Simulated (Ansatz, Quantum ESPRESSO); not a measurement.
## MgS (F-43m): Raman and infrared activity

Which lines does MgS (F-43m) show in Raman and infrared spectra?

Main program and level: Quantum ESPRESSO 8.0 development, patched; DFT LDA, scalar-relativistic, plane waves, PseudoDojo norm-conserving pseudopotentials.

This is a report of a sequence of runs, with most program output left out.

### 1. Starting point

The structure is cubic, space group F-43m (No. 216). The conventional cell has a = 5.666 Å, b = 5.666 Å, c = 5.666 Å, α = 90.00°, β = 90.00°, γ = 90.00°. Nearest to Mg lie 4 S at 2.45 Å. Nearest to S lie 4 Mg at 2.45 Å. Farther neighbours and most contacts between anions are not listed.

### 2. A first look

A cheap run with smearing and empty bands tells whether the crystal has a gap, which decides between fixed occupations and smearing later on.

probe.in

```
&CONTROL
  calculation = 'scf'
  prefix      = 'x'
  outdir      = './tmp'
  pseudo_dir  = './pseudo'
  tprnfor     = .true.
  tstress     = .true.
  verbosity   = 'high'
/
&SYSTEM
  ibrav       = 2
  celldm(1)   = 10.70764195
  nat         = 2
  ntyp        = 2
  ecutwfc     = 84.0
  occupations = 'smearing'
  smearing    = 'gaussian'
  degauss     = 0.01
/
&ELECTRONS
  conv_thr         = 1.0d-07
  mixing_beta      = 0.7
  electron_maxstep = 100
/
ATOMIC_SPECIES
 Mg     24.3050  Mg.upf
 S      32.0600  S.upf
ATOMIC_POSITIONS crystal
 Mg     0.000000000   0.000000000   0.000000000
 S      0.750000000   0.750000000   0.750000000
K_POINTS automatic
 6 6 6 0 0 0
```

Launch:

```
OMP_NUM_THREADS=1 mpirun -n 2 pw.x -nk 2 -in probe.in > probe.out
```

Wall time 5.4 s (2 MPI ranks of Intel Xeon Platinum 8375C at 2.90GHz (Ice Lake), shared host).

This step gave:

```
volume per atom   : 22.74 Å³
pressure          : -2.128 GPa
gap on the k-mesh : 3.165 eV
```

A gap of 3.2 eV opens on this mesh, so the crystal is taken as an insulator; the start stands at -2.1 GPa.

### 3. Relaxing the cell and atoms

The relaxation runs at a cutoff a fifth above that of the response, since stress converges more slowly with the basis than frequencies do. Forces and stress are brought to rest with tight thresholds.

relax.in

```
&CONTROL
  calculation   = 'vc-relax'
  prefix        = 'x'
  outdir        = './tmp'
  pseudo_dir    = './pseudo'
  tprnfor       = .true.
  tstress       = .true.
  forc_conv_thr = 2.0d-05
  etot_conv_thr = 1.0d-07
  nstep         = 40
/
&SYSTEM
  ibrav       = 2
  celldm(1)   = 10.70764195
  nat         = 2
  ntyp        = 2
  ecutwfc     = 101
  occupations = 'fixed'
  nbnd        = 10
/
&ELECTRONS
  conv_thr         = 1.0d-11
  mixing_beta      = 0.7
  electron_maxstep = 100
/
&IONS
/
&CELL
  press_conv_thr = 0.2
/
ATOMIC_SPECIES
 Mg     24.3050  Mg.upf
 S      32.0600  S.upf
ATOMIC_POSITIONS crystal
 Mg     0.000000000   0.000000000   0.000000000
 S      0.750000000   0.750000000   0.750000000
K_POINTS automatic
 6 6 6 0 0 0
```

Launch:

```
OMP_NUM_THREADS=1 mpirun -n 2 pw.x -nk 2 -in relax.in > relax.out
```

The job ended after 31 s (2 MPI ranks).

Step by step:

```
step  energy less that of the first step (eV)  largest force (eV/Å)  pressure (GPa)  volume (Å³)
   1                                   0.0000                0.0000           -2.12        45.48
   2                                  -0.0056                0.0000           -1.53        44.99
   3                                  -0.0105                0.0000           -0.60        44.26
   4                                  -0.0113                0.0000            0.03        43.80
   5                                  -0.0113                0.0000            0.00        43.82
   6                                  -0.0113                0.0000            0.00        43.82
   7                                  -0.0113                0.0000            0.00        43.82
```

```
conventional cell, symmetrised  before  after  change
                         a (Å)   5.666  5.596  -1.2 %
                         b (Å)   5.666  5.596  -1.2 %
                         c (Å)   5.666  5.596  -1.2 %
              volume (Å³/atom)   22.74  21.91  -3.6 %
```

The relaxed structure:

```
Mg S
1.0
    -2.79824    0.00000    2.79824
     0.00000    2.79824    2.79824
    -2.79824    2.79824    0.00000
Mg S
1 1
Direct
  0.00000 0.00000 0.00000
  0.75000 0.75000 0.75000
```

The last row of the table of steps is pw.x's closing run on a basis chosen anew for the final cell, so its energy can jump.

Numbers from this step:

| Item | Value |
| --- | --- |
| volume per atom | 21.91 Å³ |
| pressure | -0.002 GPa |
| gap on the k-mesh | 3.351 eV |

The volume changes by -3.6 % from the cell with which this run began.

### 4. Ground state

Perturbation theory inherits every error of the wavefunctions, so the threshold is set near the limit of the arithmetic. With a gap, occupations are fixed, which also allows the response to an electric field.

scf.in

```
&CONTROL
  calculation = 'scf'
  prefix      = 'x'
  outdir      = './tmp'
  pseudo_dir  = './pseudo'
  tprnfor     = .true.
  tstress     = .true.
/
&SYSTEM
  ibrav       = 2
  celldm(1)   = 10.57582362
  nat         = 2
  ntyp        = 2
  ecutwfc     = 84.0
  occupations = 'fixed'
  nbnd        = 10
/
&ELECTRONS
  conv_thr         = 1.0d-12
  mixing_beta      = 0.7
  electron_maxstep = 100
/
ATOMIC_SPECIES
 Mg     24.3050  Mg.upf
 S      32.0600  S.upf
ATOMIC_POSITIONS crystal
 Mg     0.000000000   0.000000000   0.000000000
 S      0.750000000   0.750000000   0.750000000
K_POINTS automatic
 8 8 8 0 0 0
```

Launch:

```
OMP_NUM_THREADS=1 mpirun -n 2 pw.x -nk 2 -in scf.in > scf.out
```

Elapsed: 10 s, on 2 MPI ranks.

This step gave:

```yaml
pressure: -0.018 GPa
```

The cell stands at -0.018 GPa, close enough for phonons.

### 5. Linear response at Γ

At q = 0 one unit cell holds all displacements; symmetry groups them into irreducible representations that are solved one by one. The response to a field gives ε∞ and the Born charges, which polar modes need. Third-order response adds the Raman tensors.

ph.in

```
phonons
&INPUTPH
  prefix = 'x'
  outdir = './tmp'
  fildyn = 'g.dyn'
  tr2_ph = 1.0d-18
  epsil  = .true.
  lraman = .true.
  elop   = .true.
/
0.000000000000 0.000000000000 0.000000000000
```

Launch:

```
OMP_NUM_THREADS=1 mpirun -n 2 ph.x -nk 2 -in ph.in > ph.out
```

Elapsed: 9 min, on 2 MPI ranks; 18 min of CPU time.

Read from the output:

```
miss of the charge sum rule                                       : 0.001780 e
largest acoustic frequency at the zone centre before the sum rule : 3.74 cm⁻¹
highest optical zone-centre mode (no LO-TO term)                  : 343.3 cm⁻¹
lowest optical zone-centre mode                                   : 343.3 cm⁻¹
mean high-frequency dielectric constant                           : 4.209
largest Born charge in size (third of the trace)                  : 1.876 e
```

Born charge (rows field, columns displacement), before the sum rule (e), principal values of the symmetric part by kind of site:

```
atom  atoms with these values    low  middle   high   mean
 Mg1                        1   1.87    1.87   1.87   1.87
  S2                        1  -1.88   -1.88  -1.88  -1.88
```

In full for Mg1:

```
1.87 0.00 0.00
0.00 1.87 0.00
0.00 0.00 1.87
```

High-frequency dielectric tensor:

```
4.21 0.00 0.00
0.00 4.21 0.00
0.00 0.00 4.21
```

The acoustic modes at Γ come out as far as 3.7 cm⁻¹ from zero, where they should vanish, a small numerical error; the Born charges miss their sum rule by 0.0018 e, which is good.

### 6. Zone-centre analysis

A rigid shift of the crystal must cost nothing, but grids and finite bases break this; the acoustic sum rule is imposed before the matrix is diagonalised again. With Born charges the intensities follow, and the static dielectric tensor.

dynmat.in

```
&INPUT
  fildyn = 'g.dyn'
  asr    = 'simple'
  fileig = 'dynmat.eig'
  lperm  = .true.
/
```

Launch:

```
dynmat.x -in dynmat.in > dynmat.out
```

The job ended after 0.55 s (1 thread).

Read from the output:

```
mean static dielectric constant : 6.633
```

Unit eigenvectors of the mass-weighted matrix after the sum rule; no LO-TO term. The modes at Γ (shares of kinetic energy by element, %):

```
mode  frequency (cm⁻¹)  symmetry  Mg %  S %
   1               0.0  acoustic    43   57
   2               0.0  acoustic    43   57
   3               0.0  acoustic    43   57
   4             343.3        T2    57   43
   5             343.3        T2    57   43
   6             343.3        T2    57   43
```

Displacements in mode 6 (343.3 cm⁻¹), the largest set to 1:
```
Mg1  0.00  0.00  1.00
S2   0.00  0.00 -0.76
```

Degenerate modes summed, no LO-TO term. Lines of the infrared spectrum (strongest = 100):

```
position (cm⁻¹)  lines merged  label  IR intensity, relative
            343             3     T2                     100
```

Degenerate modes summed. Raman lines, with heights relative to the strongest:

```
position (cm⁻¹)  lines merged  label  Raman activity, relative
            343             3     T2                       100
```

Static dielectric tensor (ions relaxed, fixed cell):

```
6.63 0.00 0.00
0.00 6.63 0.00
0.00 0.00 6.63
```

The rule moves no optical mode by more than 0.1 cm⁻¹.

### 7. Sum rules set otherwise: a sum rule for molecules or wires on a crystal

This rule also removes rotations, which suits wires and not a crystal; it is tried to see the harm.

dynmat.in

```
&INPUT
  fildyn = 'g.dyn'
  asr    = 'one-dim'
  fileig = 'dynmat.eig'
  lperm  = .true.
/
```

Launch:

```
dynmat.x -in dynmat.in > dynmat.out
```

Run time: 0.55 s. Hardware: 1 thread.

The program raised no error, yet the settings are not those of a careful run.

The fault: a sum rule for molecules or wires on a crystal; 1 optical mode is projected out to zero frequency, as if it were a rotation, and the static dielectric tensor is spoilt.

For a crystal the rule has to be 'simple' or 'crystal'.

Zone-centre frequencies as printed; negative means imaginary. Modes:

```
mode  frequency (cm⁻¹)
   1                 0
   2                 0
   3                 0
   4                 0
   5             343.3
   6             343.3
```

### 8. The LO-TO splitting (1 0 0)

A longitudinal polar mode sets up a macroscopic field that stiffens it; the term hangs on the direction from which q goes to zero.

dynmat.in

```
&INPUT
  fildyn = 'g.dyn'
  asr    = 'simple'
  fileig = 'dynmat.eig'
  q(1)   = 1.0
  q(2)   = 0.0
  q(3)   = 0.0
/
```

Launch:

```
dynmat.x -in dynmat.in > dynmat.out
```

Wall time 0.56 s (1 thread).

Numbers from this step:

```yaml
highest_mode_moved_by_the_lo_to_term: 430.9 cm⁻¹
```

Zone-centre frequencies as printed; negative means imaginary. Modes:

```
mode  frequency (cm⁻¹)
   1                 0
   2                 0
   3                 0
   4             343.3
   5             343.3
   6             430.9
```

The field moves one mode, from 343 to 431 cm⁻¹; the others stay.

### 9. A second program

A second program on the same cell, potentials, cutoff and meshes tests the implementation of the phonon response, not its convergence. Its field response is summed in its own way. Its k mesh is centred on Γ.

This step: DFT LDA, scalar-relativistic, plane waves, PseudoDojo norm-conserving pseudopotentials (Ansatz 0.2.0).

input.yaml

```yaml
crystal:
  lattice:
    - [-2.7982424225, 0.0, 2.7982424225]
    - [0.0, 2.7982424225, 2.7982424225]
    - [-2.7982424225, 2.7982424225, 0.0]
  atoms:
    - { symbol: Mg, position: [0.0, 0.0, 0.0] }
    - { symbol: S, position: [0.75, 0.75, 0.75] }
kpoints:
  mp_grid: { grid: [8, 8, 8] }
hamiltonian:
  xc: lda
  pseudopotentials: { kind: nc, accuracy: standard }
scf:
  occupations: { method: fixed }
output:
  eigenvalues: true
basis:
  ecutwfc: 1142.878
phonons:
  method: dfpt
  dielectric: true
  rigid_motions: translations
  raman: true
```

Launch:

```
ansatz run input.yaml --threads 2 --pin off --max-ram 4096MiB --backend cpu --events-out ev --progress --plain --runs-dir out
```

Elapsed: 1.8 min, on 2 threads; peak memory 0.94 GiB; 3.6 min of CPU time.

Read from the output:

* sum-rule residual before enforcement: 5.55e-4 eV/Å²
* miss of the charge sum rule: 1.20e-4 e
* estimated error of the dielectric tensor: 0.01007
* estimated error of the Born charges: 0.01042 e
* mean high-frequency dielectric constant: 4.202
* largest Born charge in size (third of the trace): 1.874 e
* mean static dielectric constant: 6.623
* highest mode moved by the LO-TO term: 431.0 cm⁻¹

Transverse modes. Infrared lines, with heights relative to the strongest:

```
position (cm⁻¹)  label  IR intensity ((D/Å)²/amu), degenerate modes summed, relative
            343     T2                                                           100
```

Activity x (w_L - w)^4 (n + 1)/w, 532 nm, 300 K. Lines of the Raman spectrum (strongest = 100):

```
position (cm⁻¹)  label  Stokes intensity, strongest 100
            343     T2                              100
```

### 10. The two compared: QE PseudoDojo and Ansatz, PseudoDojo

Worked out from the results:

- root-mean-square difference: 0.01 cm⁻¹
- largest difference: 0.01 cm⁻¹

Frequencies side by side, by row:

```
q (reciprocal lattice)  mode  QE PseudoDojo (cm⁻¹)  Ansatz, PseudoDojo (cm⁻¹)
                 0 0 0     1                     0                          0
                 0 0 0     2                     0                          0
                 0 0 0     3                     0                          0
                 0 0 0     4                 343.3                      343.3
                 0 0 0     5                 343.3                      343.3
                 0 0 0     6                 343.3                      343.3
```

The two runs side by side. Further quantities:

```
                                                                               quantity  QE PseudoDojo  Ansatz, PseudoDojo
                                                                                mean ε∞          4.209               4.202
largest Born charge in size (e; the first before, the second after the charge sum rule)          1.876               1.874
                                                       summed IR intensity ((D/Å)²/amu)           17.6               17.59
                                                         summed Raman activity (Å⁴/amu)           7.44                7.59
```

At the zone centre the largest difference (acoustic modes at Γ apart) is 0.003 % of the highest mode.

### 11. What came out

```json
{
 "space group after relaxation": "F-43m",
 "volume per atom": "21.9 Å³",
 "gap on the k-mesh": "3.35 eV",
 "highest optical zone-centre mode (no LO-TO term)": "343.3 cm⁻¹",
 "highest mode moved by the LO-TO term": "430.9 cm⁻¹",
 "mean high-frequency dielectric constant": "4.21",
 "largest Born charge in size (third of the trace)": "1.88 e",
 "mean static dielectric constant": "6.63",
 "imaginary optical modes at the zone centre (no q mesh in this session)": "none",
 "largest difference from Ansatz, PseudoDojo": "0.01 cm⁻¹"
}
```

In words: The largest Raman activity of MgS (F-43m) lies at 343 cm⁻¹ and the strongest infrared line at 343 cm⁻¹ (transverse modes). At the LDA level the optical modes of MgS (F-43m) at the zone centre (no LO-TO term) lie at 343 cm⁻¹. Along the directions run, the highest mode that the macroscopic field moves lies at 431 cm⁻¹. Lattice motion raises the mean dielectric constant from 4.209 to 6.633. The Born charge of Mg is 1.874 e against a formal charge of +2, close to the ionic value. The Lyddane-Sachs-Teller relation holds: (ωLO/ωTO)² is 1.58 and ε₀/ε∞ is 1.58. QE PseudoDojo and Ansatz, PseudoDojo agree to 0.01 cm⁻¹ (0.003 % of the highest mode compared) on all solved modes but the acoustic ones at Γ, without the LO-TO term. These are harmonic frequencies at zero temperature: anharmonic shifts and linewidths and thermal expansion are left out. The build is a development version in which the Raman tensors of release 7.5 are mended; dynmat.x leaves out the electro-optic term of LO lines. The structure comes from a database and need not be the phase that is stable at ambient conditions.

[Host names and launcher messages were left out of these logs when they were recorded.]

[Logs are printed without paths, hosts, clocks, repeated set-up lines and the standing remarks that a program may print on its own settings, such as how far it seeks lower states.]

[Hosts, paths, dates, database ids (printed as entryN), source tags and the programs' standing remarks are cut or masked in the printed files.]
